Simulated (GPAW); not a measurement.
## A GW chain in GPAW: InHO2 (Pmn2_1)

Aim: the G0W0 gap of InHO2 (Pmn2_1) on LDA, step by step.

Main program and level: GPAW 26.7.0; LDA and many-body steps on it, plane waves.

## 1. The structure

It takes space group Pmn2_1 (No. 31, orthorhombic). The conventional cell has a = 3.270 Å, b = 4.560 Å, c = 5.260 Å, α = 90.00°, β = 90.00°, γ = 90.00°. Nearest to In lie 6 O at 2.14 to 2.22 Å. Nearest to H lie 1 O at 1.08 Å. O has 1 H at 1.08 Å and 3 In at 2.20 to 2.22 Å nearest. O has 1 H at 1.47 Å and 3 In at 2.14 Å nearest. Farther neighbours and most contacts between anions are not listed.

The cell and positions come from the Crystallography Open Database and are kept as given unless a step says otherwise.

## 2. Ground state

This step: GPAW 26.7.0; DFT, LDA, plane waves, PAW.

The ground-state density comes first.

The input, run.py:

```python
import json
import numpy as np
from gpaw.mpi import world
from ase import Atoms
from gpaw import GPAW, PW, FermiDirac

atoms = Atoms(['In', 'In', 'H', 'H', 'O', 'O', 'O', 'O'],
    cell=[[3.2700000000, 0.0000000000, 0.0000000000],
      [0.0000000000, 4.5600000000, 0.0000000000],
      [0.0000000000, 0.0000000000, 5.2600000000]],
    scaled_positions=[[0.0000000000, 0.7356200000, 0.0000000000],
      [0.5000000000, 0.2643800000, 0.5000000000],
      [0.0000000000, 0.7870000000, 0.4800000000],
      [0.5000000000, 0.2130000000, 0.9800000000],
      [0.0000000000, 0.9820000000, 0.3640000000],
      [0.5000000000, 0.0180000000, 0.8640000000],
      [0.0000000000, 0.5220000000, 0.6380000000],
      [0.5000000000, 0.4780000000, 0.1380000000]],
    pbc=(True, True, True))
calc = GPAW(mode=PW(600),
    xc='LDA',
    kpts={'size': (8, 6, 4), 'gamma': True},
    occupations=FermiDirac(0.001),
    nbands=-10,
    convergence={'density': 1e-6, 'bands': -3},
    maxiter=100,
    txt='gs.txt')
atoms.calc = calc
res = {'energy': atoms.get_potential_energy()}
kpts = calc.get_ibz_k_points()
res['kpts'] = kpts
res['eigenvalues'] = [calc.get_eigenvalues(kpt=k) for k in range(len(kpts))]
res['n_electrons'] = calc.get_number_of_electrons()
calc.write('gs.gpw')

if world.rank == 0:
    with open('result.json', 'w') as f:
        json.dump(res, f, default=lambda x: x.tolist())
```

The run is started by

```console
$ mpirun -n 4 gpaw python run.py
```

Numbers of over 12 decimals in the logs are rounded to 6 here.

What it wrote:

```text
__  _  _
 | _ |_)|_||  |
 |__||  | ||/\| - 26.7.0

Input parameters:
  mode=PW(ecut=600.0),
  convergence={'density': 1e-06, 'bands': -3},
  kpts=MonkhorstPack(size=(8, 6, 4), gamma=True),
  maxiter=100,
  nbands=-10,
  occupations=Occupations(name='fermi-dirac', width=0.001, fixmagmom=False),
  xc=XC(name='LDA')
  [... matrices ...]
Diagonalizing LCAO Hamiltonian
Converting LCAO to pw mode
    .-------.
   /|       |
  / | H     |
 *  |       |
 | OOO      |
 |  | In    |
 |  .-------.
 | /n O    /
 |/       /
 *-------*

Atoms  # Å, Bohr magnetons
|   | symbol |        x |        y |        z |    initial magnetic moments |
| 0 |     In | 0.000000 | 3.354427 | 0.000000 | ( 0.0000,  0.0000,  0.0000) |
| 1 |     In | 1.635000 | 1.205573 | 2.630000 | ( 0.0000,  0.0000,  0.0000) |
| 2 |      H | 0.000000 | 3.588720 | 2.524800 | ( 0.0000,  0.0000,  0.0000) |
| 3 |      H | 1.635000 | 0.971280 | 5.154800 | ( 0.0000,  0.0000,  0.0000) |
| 4 |      O | 0.000000 | 4.477920 | 1.914640 | ( 0.0000,  0.0000,  0.0000) |
| 5 |      O | 1.635000 | 0.082080 | 4.544640 | ( 0.0000,  0.0000,  0.0000) |
| 6 |      O | 0.000000 | 2.380320 | 3.355880 | ( 0.0000,  0.0000,  0.0000) |
| 7 |      O | 1.635000 | 2.179680 | 0.725880 | ( 0.0000,  0.0000,  0.0000) |

Unit cell  # Å
| periodic |        x |        y |        z |  lengths |    angles |
|      yes | 3.270000 | 0.000000 | 0.000000 | 3.270000 | 90.000000 |
|      yes | 0.000000 | 4.560000 | 0.000000 | 4.560000 | 90.000000 |
|      yes | 0.000000 | 0.000000 | 5.260000 | 5.260000 | 90.000000 |

Number of symmetries: 2
Symmetry operations  # r_c * U_cc + t_c -> r_c
|   | kind |            matrix            |
| 0 |  E   |  1, 0, 0,  0, 1, 0,  0, 0, 1 |
| 1 |  σ   | -1, 0, 0,  0, 1, 0,  0, 0, 1 |

BZ-sampling:
  Number of BZ points: 192
  Number of IBZ points: 70

  Monkhorst-Pack size: [8, 6, 4]
  Monkhorst-Pack shift: [0.0625, 0.083333, 0.125]

K-points  # in reciprocal-cell coordinates
|     |                                coordinates |     weight |
|   0 | (  0.00000000,   0.00000000,   0.00000000) | 0.00520833 |
|   1 | (  0.00000000,   0.00000000,   0.25000000) | 0.01041667 |
|   2 | (  0.00000000,   0.00000000,   0.50000000) | 0.00520833 |
|   3 | (  0.00000000,   0.16666667,  -0.25000000) | 0.01041667 |
|   4 | (  0.00000000,   0.16666667,   0.00000000) | 0.01041667 |
|   5 | (  0.00000000,   0.16666667,   0.25000000) | 0.01041667 |
|   6 | (  0.00000000,   0.16666667,   0.50000000) | 0.01041667 |
|   7 | (  0.00000000,   0.33333333,  -0.25000000) | 0.01041667 |
|   8 | (  0.00000000,   0.33333333,   0.00000000) | 0.01041667 |
|   9 | (  0.00000000,   0.33333333,   0.25000000) | 0.01041667 |
| ... |                                            |            |
|  69 | (  0.50000000,   0.50000000,   0.50000000) | 0.00520833 |

Plane wave coefficients: 2638
Cutoff: 600.0 eV

Spin-components: 1 (collinear spins)
Bands:           36
Projectors:      38
Spin-degeneracy: 2
Datatype:        complex128

  Storage: CPU
  Wave functions: 104_952_960 bytes (26_238_240 per core)
  Projectors: 90_376_160 bytes (22_594_040 per core)
  [... matrices ...]
Parallelization:
  kpt:    4
  domain: 1
  band:   1

Density:
  Valence electrons: 52.0
  Components: 1
  Grid points: [20 27 30]
  Charge: 0.0  # |e|

Potential:
  Grid points: [20 27 30]

species:
  In:
    name:    Indium
    Z:       49.0
    valence: 13
    core:    36
    charge:  0.0  # [|e|]
    compensation charges:
      type: gauss
      rc: 0.36  # [Å]
      lmax: 2
    cutoffs:
      filter: 2.09  # [Å]
      core: 2.48  # [Å]
    projectors
    | kind |    occ | energy [eV] | rcut [Å] |
    |   5s |  2.000 |      -8.474 |    1.185 |
    |   5p |  1.000 |      -2.700 |    1.244 |
    |   4d | 10.000 |     -18.723 |    1.148 |
    |    s |        |      18.738 |    1.185 |
    |    p |        |      24.512 |    1.244 |
    |    d |        |       8.489 |    1.148 |

    Using partial waves for In as LCAO basis

  H:
    name:    Hydrogen
    Z:       1.0
    valence: 1
    core:    0
    charge:  0.0  # [|e|]
    compensation charges:
      type: gauss
      rc: 0.15  # [Å]
      lmax: 2
    cutoffs:
      filter: 0.85  # [Å]
      core: 0.53  # [Å]
    projectors
    | kind |    occ | energy [eV] | rcut [Å] |
    |   1s |  1.000 |      -6.353 |    0.476 |
    |    s |        |      20.858 |    0.476 |
    |    p |        |       0.000 |    0.476 |

    Using partial waves for H as LCAO basis

  O:
    name:    Oxygen
    Z:       8.0
    valence: 6
    core:    2
    charge:  0.0  # [|e|]
    compensation charges:
      type: gauss
      rc: 0.21  # [Å]
      lmax: 2
    cutoffs:
      filter: 1.17  # [Å]
      core: 0.83  # [Å]
    projectors
    | kind |    occ | energy [eV] | rcut [Å] |
    |   2s |  2.000 |     -23.752 |    0.688 |
    |   2p |  4.000 |      -9.195 |    0.598 |
    |    s |        |       3.459 |    0.688 |
    |    p |        |      18.016 |    0.598 |
    |    d |        |       0.000 |    0.619 |

    Using partial waves for O as LCAO basis

Reference energy: -327804.471033  # eV

eigensolver:
  PPCG
  Converge bands: -3
  niter=2

density mixing:
  MSR1-Mixer
  Pratt-step length: 0.05
  Maximum mixing coefficient: 0.75
  Old densities: 10
  SVD Regularization: 0.005
  Good broyden scale: 1.0
  Trust region scale: 1.0
  Backstep threshold: 4.0
  History deletion threshold: 6.0
  Fourier metric: weight=20.0, sigma=0.015

occupation numbers:
  Fermi-Dirac:
    width: 0.0010  # eV

poisson solver:
  ecut: 4800.0  # eV

xc functional:
  name: None

Initialization done in: 2.272 s

convergence criteria:
- Maximum integral of absolute [dens]ity change: 1e-06 electrons / valence electron
- Maximum [total energy] change in last 3 cyles: 0.0005 eV / valence electron
- Maximum integral of absolute [eigenst]ate change: 4e-08 eV^2 / valence electron
maximum number of iterations: 100

SCF iterations
|iter     |     time |      energy | eigst |  dens |
|iter:   1|  |  -54.690395 | +0.51 |       |
|iter:   2|  |  -53.280172 | -0.53 | -0.89 |
|iter:   3|  |  -49.402056 | -0.30 | -0.95 |
|iter:   4|  |  -49.337412 | -1.15 | -1.50 |
|iter:   5|  |  -49.322209 | -1.27 | -1.78 |
|iter:   6|  |  -49.310563 | -1.52 | -2.06 |
|iter:   7|  |  -49.310557c| -1.78 | -2.93 |
|iter:   8|  |  -49.310562c| -2.04 | -3.48 |
|iter:   9|  |  -49.310562c| -2.25 | -4.22 |
|iter:  10|  |  -49.310562c| -2.42 | -5.05 |
|iter:  11|  |  -49.310562c| -2.64 | -5.75 |
|iter:  12|  |  -49.310562c| -2.82 | -6.43c|
|iter:  13|  |  -49.310562c| -2.97 | -7.17c|
|iter:  14|  |  -49.310562c| -3.07 | -7.93c|
|iter:  15|  |  -49.310562c| -3.17 | -8.59c|
|iter:  16|  |  -49.310562c| -3.06 | -9.17c|
|iter:  17|  |  -49.310562c| -3.50 | -9.68c|
|iter:  18|  |  -49.310562c| -3.59 |-10.29c|
|iter:  19|  |  -49.310562c| -3.80 |-10.69c|
|iter:  20|  |  -49.310562c| -4.04 |-11.43c|
|iter:  21|  |  -49.310562c| -4.13 |-11.80c|
|iter:  22|  |  -49.310562c| -4.29 |-12.15c|
|iter:  23|  |  -49.310562c| -4.40 |-12.58c|
|iter:  24|  |  -49.310562c| -4.55 |-12.84c|
|iter:  25|  |  -49.310562c| -4.66 |-13.16c|
|iter:  26|  |  -49.310562c| -4.49 |-13.45c|
|iter:  27|  |  -49.310562c| -4.64 |-13.83c|
[...]
|iter:  37|  |  -49.310562c| -6.39 |-15.21c|
|iter:  38|  |  -49.310562c| -6.62 |-15.36c|
|iter:  39|  |  -49.310562c| -6.79 |-15.13c|
|iter:  40|  |  -49.310562c| -7.05 |-15.34c|
|iter:  41|  |  -49.310562c| -7.22 |-15.43c|
|iter:  42|  |  -49.310562c| -7.43c|-15.32c|

Converged in 42 steps
SCF loop duration: 75.943 s (1.808 s/step)
Energy contributions relative to reference atoms: (reference = -327804.471033)
  [... matrices ...]
Energy contributions:
  Kinetic:          85.177252
  Coulomb:         -79.887300
  Zero:              0.382962
  External:          0.000000
  Xc:              -54.983476
  Entropy:          -0.000000
  Spinorbit:         0.000000
  ----------------------------
  Free energy:     -49.310562
  Extrapolated:    -49.310562

dipole moment: (-30.771965, 0.000002, -15.249129)  # |e|*Ang

Fermi level: 4.448
Eigenvalues  # (at kpt = [0.000, 0.000, 0.000])
| band index |      eig [eV] | occ [0-2] |
|          0 |       -13.880 |     2.000 |
|        ... |               |           |
|         18 |         1.849 |     2.000 |
|         19 |         2.057 |     2.000 |
|         20 |         3.195 |     2.000 |
|         21 |         3.781 |     2.000 |
|         22 |         4.005 |     2.000 |
|         23 |         4.378 |     2.000 |
|         24 |         4.378 |     2.000 |
|         25 |         4.395 |     2.000 |
|         26 |         6.438 |     0.000 |
[...]
|         30 |        15.340 |     0.000 |
|         31 |        15.756 |     0.000 |
|         32 |        15.987 |     0.000 |
|         33 |        16.515 |     0.000 |
|        ... |               |           |
|         35 |        16.905 |     0.000 |

Gap: 2.043 eV
Transition (v -> c):
  (s=0, k=0, n=25, [0.00, 0.00, 0.00]) -> (s=0, k=0, n=26, [0.00, 0.00, 0.00])
No difference between direct/indirect transitions
# Writing to gs.gpw (mode='')
  [... matrices ...]
```

Run time: 80 s. Hardware: 4 MPI ranks of Arm Neoverse V2, shared host; peak memory 0.86 GiB.

This step gave:

```yaml
total_energy: -49.31 eV
gap: 2.043 eV
k_of_the_valence_top: 0, 0, 0
k_of_the_conduction_bottom: 0, 0, 0
least_direct_gap: 2.043 eV
```

The gap is direct, at Γ.

## 3. Empty states on the mesh, 4×2×2 mesh, 72 bands

The sums over transitions need many empty states on a uniform mesh; this step solves for them.

The input, run.py:

```python
import json
import numpy as np
from gpaw.mpi import world
from gpaw import GPAW

calc = GPAW('gs.gpw').fixed_density(kpts={'size': (4, 2, 2), 'gamma': True},
    nbands=84,
    convergence={'bands': 72},
    txt='nscf.txt')
calc.write('full.gpw', mode='all')
res = {}
kpts = calc.get_ibz_k_points()
res['kpts'] = kpts
res['eigenvalues'] = [calc.get_eigenvalues(kpt=k) for k in range(len(kpts))]
res['n_electrons'] = calc.get_number_of_electrons()

if world.rank == 0:
    with open('result.json', 'w') as f:
        json.dump(res, f, default=lambda x: x.tolist())
```

The run is started by

```console
$ mpirun -n 4 gpaw python run.py
```

What it wrote:

```text
Diagonalizing LCAO Hamiltonian
Converting LCAO to pw mode
convergence criteria:
- Maximum integral of absolute [eigenst]ate change: 4e-08 eV^2 / valence electron
maximum number of iterations: 100

SCF iterations
|iter     |     time |      energy | eigst |  dens |
|iter:   1|  |             | +3.47 |       |
|iter:   2|  |             | +2.16 |       |
|iter:   3|  |             | +1.12 |       |
[...]
|iter:  11|  |             | -6.18 |       |
|iter:  12|  |             | -7.03 |       |
|iter:  13|  |             | -7.40c|       |
SCF steps: 13
  __  _  _
 | _ |_)|_||  |
 |__||  | ||/\| - 26.7.0

Input parameters:
  mode=PW(ecut=600.0),
  convergence={'bands': 72},
  gpts=array([20, 27, 30]),
  kpts=MonkhorstPack(size=(4, 2, 2), gamma=True),
  maxiter=100,
  nbands=84,
  occupations=Occupations(name='fermi-dirac', width=0.001, fixmagmom=False),
  parallel={},
  xc=XC(name='LDA')
# Writing to full.gpw (mode='all')
  [... matrices ...]

timing:  # [seconds]
  Total: 0.034  # ━━━━━━━━━━━━━━━━━━━━━━━━━━━━━━━━━━━━━━━━━━━━━━━━━━━━━━━━━━━
```

It took 15 s on 4 MPI ranks; peak memory 0.86 GiB; 58 s of CPU time.

This step gave:

```
gap                                                           : 2.043 eV
k of the valence top                                          : 0, 0, 0
k of the conduction bottom                                    : 0, 0, 0
least direct gap                                              : 2.043 eV
k points computed                                             : 12
lowest point of the top converged band, above the valence top : 35.82 eV
```

On this mesh the gap is 2.043 eV.

## 4. Screening and self-energy, 4×2×2 mesh, 62 bands, screening to 50 eV

G0W0 replaces the xc potential by the self-energy, built once from these orbitals. Only a window of levels is corrected, while the sums run over the empty bands that the input names.

This step: G0W0 on LDA, plane waves, PAW.

The input, run.py:

```python
import json
import numpy as np
from gpaw.mpi import world
from gpaw.response.g0w0 import G0W0

gw = G0W0('full.gpw',
    filename='gw',
    kpts=[0],
    bands=(24, 28),
    ecut=50,
    nbands=62,
    integrate_gamma='WS',
    ppa=True)
gw.calculate()
res = {mode: {k: v for k, v in r.items() if k != 'sigma_eskwn'}
       for mode, r in gw.all_results.items()}

if world.rank == 0:
    with open('result.json', 'w') as f:
        json.dump(res, f, default=lambda x: x.tolist())
```

The run is started by

```console
$ mpirun -n 4 gpaw python run.py
```

What it wrote:

```text
Using integrator: PointIntegrator
FrequencyGridDescriptor(from 0.000+0.000j to 0.000+27.211j eV, 2 points)
Nonperiodic BCs:  [False False False]
Using integrator: PointIntegrator
FrequencyGridDescriptor(from 0.000+0.000j to 0.000+27.211j eV, 2 points)
Nonperiodic BCs:  [False False False]
  ___  _ _ _
 |   || | | |
 | | || | | |
 |__ ||_____|
 |___|

BZ k-points: Symmetries present (total): 2

  [... matrices ...]
16 k-points: 4 x 2 x 2 Monkhorst-Pack grid + [1/8,1/4,1/4]
12 k-points in the irreducible part of the Brillouin zone
       k-points in crystal coordinates                weights
   0:     0.00000000    0.00000000    0.00000000          1/16
   1:     0.00000000    0.00000000    0.50000000          1/16
   2:     0.00000000    0.50000000    0.00000000          1/16
   3:     0.00000000    0.50000000    0.50000000          1/16
   4:     0.25000000    0.00000000    0.00000000          2/16
   5:     0.25000000    0.00000000    0.50000000          2/16
   6:     0.25000000    0.50000000    0.00000000          2/16
   7:     0.25000000    0.50000000    0.50000000          2/16
   8:     0.50000000    0.00000000    0.00000000          1/16
   9:     0.50000000    0.00000000    0.50000000          1/16
          ...
  11:     0.50000000    0.50000000    0.50000000          1/16

Distributing spins, k-points and bands (1 x 1 x 4) over 4 processes
Number of blocks: 1

Quasi particle states:
k-points (IBZ indices): [0]
Band range: (24, 28)
  [... matrices ...]
Computational parameters:
Plane wave cut-off: 50 eV
Number of bands: 62
Coulomb cutoff: None
Broadening: 0.1 eV

fxc modes: GW
Kernel: RPA
Using Godby-Needs plasmon-pole approximation:
  Fitting energy: i*E0, E0 = 1.000 Hartree
Summing all q:

Calculating screened Coulomb potential
No Coulomb truncation
FrequencyGridDescriptor(from 0.000+0.000j to 0.000+27.211j eV, 2 points)
Removing empty qpoint cache files...

Calculating chi0 body with:
    Ground state adapter containing:
    Number of spins: 1
    Number of kpoints: 16
    Number of irreducible kpoints: 12
    Number of completely occupied states: 26
    Number of partially occupied states: 26
    Occupied states memory: 6.427001953125 M / cpu

    Linear response parametrization:
    q_c: [0.0, 0.0, 0.0]
    Number of frequency points: 2
    Planewave cutoff: 50.0
    Number of bands: 62
    Number of planewaves: 65
    Broadening (eta): 1e-06
    comm.size: 4
    kncomm.size: 4
    blockcomm.size: 1

    Memory estimate of potentially large arrays:
        chi0_wGG: 0.128937 M / cpu
Integrating chi0 body.

Symmetries of q_c:
    Direct symmetries (Uq -> q): 2
    Indirect symmetries (TUq -> q): 2
In total 4 allowed symmetries.

  [... matrices ...]
12 groups of equivalent kpoints. 25.0% reduction.

Integral kind: response function
Integrating chi0 head and wings.

Symmetries of q_c:
    Direct symmetries (Uq -> q): 2
    Indirect symmetries (TUq -> q): 2
In total 4 allowed symmetries.

  [... matrices ...]
12 groups of equivalent kpoints. 25.0% reduction.

Integral kind: response function wings

Calculating chi0 body with:
    Ground state adapter containing:
    Number of spins: 1
    Number of kpoints: 16
    Number of irreducible kpoints: 12
    Number of completely occupied states: 26
    Number of partially occupied states: 26
    Occupied states memory: 6.427001953125 M / cpu

    Linear response parametrization:
[... the further q-points ...]

Results:
f:      Occupation numbers
eps:     KS-eigenvalues [eV]
vxc:     KS vxc [eV]
exx:     Exact exchange [eV]
sigma:   Self-energies [eV]
dsigma:  Self-energy derivatives
Z:       Renormalization factors
qp:      QP-energies [eV]

k-point 0 (0): (0.000, 0.000, 0.000)                GW
band       f     eps     vxc     exx   sigma  dsigma       Z      qp
                                                                   GW
  24   1.000   4.378 -22.523 -27.513   4.780  -0.268   0.788   4.213
  25   1.000   4.395 -22.468 -27.410   4.824  -0.270   0.788   4.302
  26   0.000   6.438 -16.953 -12.451  -2.664  -0.188   0.842   7.985
  27   0.000  11.265 -18.067 -12.016  -3.166  -0.208   0.828  13.653
```

Run time: 12 s. Hardware: 4 MPI ranks; peak memory 1.3 GiB.

Numbers from this step:

- G0W0 gap on the points computed: 3.683 eV
- least direct G0W0 gap on the computed points: 3.683 eV
- Z at the valence top: 0.7875
- Z at the conduction bottom: 0.8416
- starting gap on the mesh: 2.043 eV
- k of the valence top: 0, 0, 0
- k of the conduction bottom: 0, 0, 0

The gap on the mesh goes from 2.04 eV to 3.68 eV, a correction of +1.64 eV.

Limits: finite bands, cutoff and mesh; no spin-orbit coupling; coarse k mesh. v1 is the top filled band, c1 the lowest empty one. Levels before and after the correction, in eV, zero at the valence-band top of each column:

|  | conduction bottom | valence top |
| --- | --- | --- |
| Kohn-Sham | 2.04 | 0.00 |
| G0W0 | 3.68 | 0.00 |

|  | level | energy (eV) |
| --- | --- | --- |
| Kohn-Sham | Γ v2 | -0.016 |
| Kohn-Sham | Γ v1 | 0.000 |
| Kohn-Sham | Γ c1 | 2.043 |
| Kohn-Sham | Γ c2 | 6.871 |
| G0W0 | Γ v2 | -0.089 |
| G0W0 | Γ v1 | 0.000 |
| G0W0 | Γ c1 | 3.683 |
| G0W0 | Γ c2 | 9.352 |

## 5. Where the time went

Times are wall times on 4 MPI ranks of Arm Neoverse V2, shared host, good to a factor of about two.

| step | time | share | memory (GiB) |
| --- | --- | --- | --- |
| ground state | 80 s | 75 % | 0.86 |
| empty states on the mesh | 15 s | 14 % | 0.86 |
| screening and self-energy | 12 s | 11 % | 1.3 |

## 6. Results

| Property | Result |
| --- | --- |
| LDA gap | 2.04 eV, direct |
| G0W0 gap on the mesh | 3.68 eV |
| GW settings | 4×2×2 mesh, 62 bands, screening to 50 eV, Godby-Needs plasmon pole |
| known limits | not at the basis limit; no spin-orbit coupling; coarse k mesh |

G0W0 moves the gap on the mesh from 2.04 eV to 3.68 eV (+1.64 eV), with Z of 0.79 and 0.84 at the edges. Only 1 of the mesh's irreducible points was corrected, so a valley elsewhere could overtake. The dearest step here is «ground state». Bands and cutoff are finite, so the gap is not at the basis limit. The miss can reach some tenths of an eV and take either sign; the mesh is an error of its own. These stock PAW sets were not made for GW. In the G0W0 run levels were corrected at 1 k point alone, so a gap called «on the mesh» is the least over those, and an edge elsewhere would be missed. The 4×2×2 mesh is coarse for this cell, which bears on the long-range parts of exchange and screening. The many-body steps are scalar-relativistic: spin-orbit coupling is not in them.

[Paths, hosts, dates, memory and timing lines, banners, echoed tables and standing remarks are left out of the program output.]

[Logs are printed without paths, hosts, clocks, repeated set-up lines and the standing remarks that a program may print on its own settings, such as how far it seeks lower states.]

[Runs of the session that timed out or met a known fault of the program may be left out.]

[Hosts, paths, dates, database ids (printed as entryN), source tags and the programs' standing remarks are cut or masked in the printed files.]
